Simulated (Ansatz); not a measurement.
# A hypothetical structure for YTi2Pd2, part 2 of 2

This structure for YTi2Pd2 is made up. Its elements were placed in a known structure type with a cell scaled to their sizes. What cell does the guess relax to, and how far off was it?

Ansatz 0.2.0; DFT, PBEsol, plane-wave PAW, files of the set soft_1, scalar-relativistic, no spin, cell and ions relaxed at zero pressure; PAW set soft_1 (the session's first sound run).

So far: The structure; Relaxing cell and atoms. The relaxed cell has a = 4.602, c = 9.203 Å (conventional setting).

**3. Electronic structure of the relaxed cell**

With the geometry fixed, one more self-consistent run, with a narrower smearing and the mesh shown in its input, gives the bands, and its pressure, and its forces where symmetry allows any, show how far the geometry depends on these settings.

This step: DFT, PBEsol, plane-wave PAW, files of the set soft_1, scalar-relativistic, no spin, bands and density of states at the relaxed cell; PAW set soft_1 (Ansatz 0.2.0).

Contents of input.yaml:

```yaml
crystal:
  lattice:
    - [-2.3009528195, 2.3009528195, 4.6015945561]
    - [2.3009528195, -2.3009528195, 4.6015945561]
    - [2.3009528195, 2.3009528195, -4.6015945561]
  atoms:
    - { symbol: Pd, position: [0.75, 0.25, 0.5] }
    - { symbol: Pd, position: [0.25, 0.75, 0.5] }
    - { symbol: "Y", position: [0.0, 0.0, 0.0] }
    - { symbol: Ti, position: [0.362026819, 0.362026819, 0.0] }
    - { symbol: Ti, position: [0.637973181, 0.637973181, 0.0] }
kpoints:
  mp_grid: { grid: [10, 10, 10] }
  band_path:
    path:
      - [[0.0, 0.0, 0.0], [0.0, 0.0, 0.5], [-0.1250169, 0.1250169, 0.5], [-0.31250845, 0.31250845, 0.31250845], [0.0, 0.0, 0.0], [0.5, 0.5, -0.5], [0.31250845, 0.68749155, -0.31250845], [0.0, 0.5, 0.0], [0.25, 0.25, 0.25], [0.5, 0.5, -0.1250169], [0.5, 0.5, -0.5]]
      - [[0.0, 0.0, 0.5], [0.25, 0.25, 0.25]]
    npoints: 7
scf:
  occupations: { method: fermi_dirac, width: 0.03 }
  n_extra_bands: 9
hamiltonian:
  xc: pbesol
  pseudopotentials: { kind: paw, azcp: { folder: soft_1 }, xc_functional: pbe }
output:
  forces: true
  stress: true
  write_bands: true
  dos: { projected: true }
  write_density: true
  write_potential: true
  elf: true
  volumetric_format: npy
```

On the command line:

```bash
$ ansatz run input.yaml --threads 4 --pin off --max-ram 8192MiB --backend cpu --events-out ev --progress --plain --runs-dir out
```

Numbers of over 12 decimals in the logs are rounded to 6 here.

The log of the run:

```text
[...]
Crystal: 5 atoms, lattice volume = 97.450 Å³
Basis set: ecut = 420 eV, 1927 PW (Γ), exchange–correlation on 80×80×80 points (8 copies of the dense FFT grid, shifted against one another)
Bands: 45, of which v1, the nominal top of the filled ones, is band 36 counted from 1 (35 counted from 0)
Symmetry: 16 space group operations
[...]
k-points: 102 of 1000
[...]
SCF iter   1: F=—  HF=-22598.862705 eV  |F-HF|=—  |Δ(HF+E_count)|=         —  Δρ=5.84e-1  dr2=6.15e2  ethr=3.10e-3  ⟨swp⟩=4.4  Hψ=13903  notcnv=0
[...]
SCF iter  11: F=-22557.473570 eV  HF=-22557.473570 eV  |F-HF|=5.13e-9  |Δ(HF+E_count)|=   4.63e-8  Δρ=3.03e-6  dr2=9.34e-9  ethr=1.41e-10  ⟨swp⟩=14.5  Hψ=27999  notcnv=0
SCF 1 converged in 11 iterations: F = -22557.473570 eV  dr2 = 9.34e-9
[...]
NSCF: frozen V_eff on 79 k-points
SCF converged after 11 iterations
Free energy (F): -22557.473570 eV
[...]
Internal energy: -22557.455713 eV  (E = F + TS)
E sigma→0 (E₀):  -22557.464642 eV
Entropy (-TS):   -0.017857 eV (-3.571 meV/atom)
Fermi energy:    14.026428 eV
[...]
--- Forces (eV/Å), atoms counted from 1 ---
  atom   1  Pd     0.00000000     0.00000000     0.00000000
  atom   2  Pd     0.00000000     0.00000000     0.00000000
  atom   3  Y      0.00000000     0.00000000     0.00000000
  atom   4  Ti     0.00000000     0.00000000    -0.03427992
  atom   5  Ti     0.00000000    -0.00000000     0.03427992
  max |Σ_I F_I| component: 6.94e-18 eV/Å
--- Stress (GPa, compression-positive) ---
        0.059938       0.000000       0.000000
        0.000000       0.059938       0.000000
        0.000000       0.000000      -0.080713
  P = ⅓ Tr σ = 0.0131 GPa (0.131 kbar)
--- Band table (eV; the first three rows and the last of 102) ---
  k-point 0: bands = [... 32 lower, 13.2743, 13.4030, 13.4030, 13.6312, 13.9434, 13.9434, 14.0066, 15.0364, ... 5 higher]
  k-point 1: bands = [... 32 lower, 12.9745, 13.1430, 13.8290, 13.9118, 14.0538, 14.1229, 14.3285, 15.0347, ... 5 higher]
  k-point 2: bands = [... 32 lower, 12.8522, 12.8768, 13.7892, 14.0078, 14.3200, 14.8429, 14.9706, 14.9908, ... 5 higher]
  k-point 101: bands = [... 32 lower, 12.5716, 13.3995, 13.5036, 13.5036, 14.0517, 15.2888, 15.2888, 15.4432, ... 5 higher]
```

Wall time 5.6 s (4 threads of Intel Xeon 6975P-C (Granite Rapids), shared host); peak memory 0.9 GiB.

Reading the cycles: dr2 is the Hartree energy of the density residual (eV), the measure of convergence; HF is the Harris–Foulkes estimate of the energy, which meets the free energy F at convergence.

Numbers from this step:

| Item | Value |
| --- | --- |
| free energy | -22557.4736 eV |
| energy at zero smearing | -22557.4646 eV |
| smearing term TS | 0.01786 eV |
| pressure | 0.01305 GPa |

From bands.tsv, the bands that come nearest the Fermi level along the path, at its corners, in eV from the Fermi level:

| point | band 33 | band 34 | band 35 | band 36 | band 37 | band 38 | band 39 | band 40 |
| --- | --- | --- | --- | --- | --- | --- | --- | --- |
| Γ | -0.75 | -0.62 | -0.62 | -0.40 | -0.08 | -0.08 | -0.02 | 1.01 |
| X | -1.04 | -0.91 | -0.80 | -0.20 | 0.56 | 0.88 | 1.06 | 1.37 |
| Y | -1.20 | -1.06 | -0.16 | 0.27 | 0.49 | 0.53 | 0.60 | 1.41 |
| S | -2.01 | -0.65 | -0.48 | 0.41 | 0.54 | 0.67 | 0.85 | 1.05 |
| Γ | -0.75 | -0.62 | -0.62 | -0.40 | -0.08 | -0.08 | -0.02 | 1.01 |
| Z | -1.45 | -0.63 | -0.52 | -0.52 | 0.03 | 1.26 | 1.26 | 1.42 |
| S1 | -2.01 | -0.65 | -0.48 | 0.41 | 0.54 | 0.67 | 0.85 | 1.05 |
| N | -1.26 | -0.51 | -0.37 | 0.38 | 0.47 | 0.79 | 0.83 | 1.52 |
| P | -0.99 | -0.99 | -0.24 | -0.24 | 0.20 | 0.81 | 1.35 | 1.51 |
| Y1 | -1.20 | -1.06 | -0.16 | 0.27 | 0.49 | 0.53 | 0.60 | 1.41 |
| Z | -1.45 | -0.63 | -0.52 | -0.52 | 0.03 | 1.26 | 1.26 | 1.42 |
| X | -1.04 | -0.91 | -0.80 | -0.20 | 0.56 | 0.88 | 1.06 | 1.37 |
| P | -0.99 | -0.99 | -0.24 | -0.24 | 0.20 | 0.81 | 1.35 | 1.51 |

Counts of states for the cell as run, both spins, by energy window (eV from the Fermi level):

```
from  to  total
  -8  -7   0.00
  -7  -6   0.10
  -6  -5   1.16
  -5  -4   9.21
  -4  -3  11.11
  -3  -2   1.90
  -2  -1   2.27
  -1   0   5.21
   0   1   6.96
   1   2   5.43
```

Below -8 eV lie 40.0 more states.

Valence density in the ab plane of the cell as run, not the conventional one, at fractional z = 0.000, with atoms of Y and Ti within 0.2 Å of it. It is the smooth field of the valence electrons, not physical close to the nuclei.

Ten even steps from '_' (0 e/Å³) to '@' (12 e/Å³), each cell a mean:
```
::::..______________________..::
::..__________________________..
________________________________
__________________....__________
________________..++**--________
________________..**@@**..______
__________________--**++..______
____________________....________
________::==--..________________
________--%%%%--________________
________::##%%==________________
__________::--::________________
________________________________
..____________________________..
::..________________________..::
::::..______________________::::
```
Columns run along a (5.6 Å), rows up along b (5.6 Å). Atoms in or near the plane, at fractional coordinates: Y at (0.00, 0.00), Ti at (0.36, 0.36), Ti at (0.64, 0.64).

Electrostatic potential energy in the ab plane of the cell as run, not the conventional one, at fractional z = 0.000, with atoms of Y and Ti within 0.2 Å of it. With pseudopotentials it is smooth inside the atoms' cores, unlike the true potential.

Values in eV, 16 rows by 16 columns, each cell a mean:
```
-39 -39 -25   1  12  15  16  16  16  16  16  15  12   2 -22 -38
-33 -32 -17   3  12  15  15  14  13  13  14  15  14   9  -2 -22
 -7  -8  -1   8  13  15  14  11   6   2   5  11  13  13   9   2
  9   8  10  12  14  15  13   5 -10 -18 -16  -3   9  13  14  12
 15  14  14  14  15  15  13   1 -19 -28 -28 -21  -3  11  15  15
 16  16  15  14  14  14  13   4 -17 -28 -28 -28 -16   5  14  16
 16  16  14  11   9   9  11   9  -5 -22 -28 -28 -18   2  13  16
 16  15  12   4  -8 -10  -3   6   6  -5 -17 -19 -10   6  13  16
 16  15  10  -5 -22 -26 -22  -9   6   9   4   1   5  11  14  16
 16  15  11  -6 -25 -28 -28 -22  -3  11  13  13  13  14  15  16
 16  15  13   2 -19 -28 -28 -26 -10   9  14  15  15  15  15  15
 13  14  14  10  -3 -19 -25 -22  -8   9  14  15  14  13  12  12
  5  10  13  13  10   2  -6  -5   4  11  14  14  12   8   3   1
-18  -3   8  13  14  13  11  10  12  14  15  14  10  -1 -17 -25
-37 -26  -3  10  14  15  15  15  15  16  16  14   8  -8 -32 -39
-39 -37 -18   5  13  16  16  16  16  16  16  15   9  -7 -33 -39
```
Columns run along a (5.6 Å; values clipped at the 3rd and 97th percentile), rows up along b (5.6 Å). Atoms in or near the plane, at fractional coordinates: Y at (0.00, 0.00), Ti at (0.36, 0.36), Ti at (0.64, 0.64).

ELF in the ab plane of the cell as run, not the conventional one, at fractional z = 0.000, with atoms of Y and Ti within 0.2 Å of it. It is the smooth field of the valence electrons, not physical close to the nuclei.

Ten even steps from '0' (0.09) to '9' (0.85), each cell a mean:
```
7993023322320289
9983022211120048
6641011000000002
0000120035520000
1111341168872022
3321233157685013
3310012237785012
2200243223563012
2202787422110023
3202777732310123
2211677841342122
0110267720231000
1000012200110133
8400110001210489
9940122223310699
5981023223310697
```
Columns run along a (5.6 Å), rows up along b (5.6 Å). Atoms in or near the plane, at fractional coordinates: Y at (0.00, 0.00), Ti at (0.36, 0.36), Ti at (0.64, 0.64).

**4. What came out**

| Property | Result |
| --- | --- |
| space group, relaxed | I4/mmm |
| conventional cell | a = 4.602, b = 4.602, c = 9.203 Å; α = 90.0°, β = 90.0°, γ = 90.0° |
| volume per atom | 19.49 Å³ (guess 18.00) |

**Reading.** YTi2Pd2 relaxes to I4/mmm with a = 4.602, b = 4.602 and c = 9.203 Å. The guessed volume was 8 % too small. The space group I4/mmm was held in the relaxation, so the end point is a stationary structure within it and may be a saddle against distortions or other arrangements. Bands cross the Fermi level, so it is a metal or semimetal at this level. The electron count is odd, which forces that without spin polarisation or a larger cell. On the 10×10×10 mesh with the narrower smearing (relaxed on 9×9×9) the largest force component is 0.034 eV/Å and the largest stress component is 0.081 GPa, against the relaxation's thresholds of 0.015 eV/Å and 0.05 GPa. The cutoff wasn't tested. No dispersion term is used, so weakly bound directions may come out too long. The runs have no spin, and magnetism wasn't tested. Nothing here tests whether the compound is stable against decomposition.

[Logs are printed without paths, hosts, clocks, repeated set-up lines and the standing remarks that a program may print on its own settings, such as how far it seeks lower states.]

[Hosts, paths, dates, database ids (printed as entryN), source tags and the programs' standing remarks are cut or masked in the printed files.]
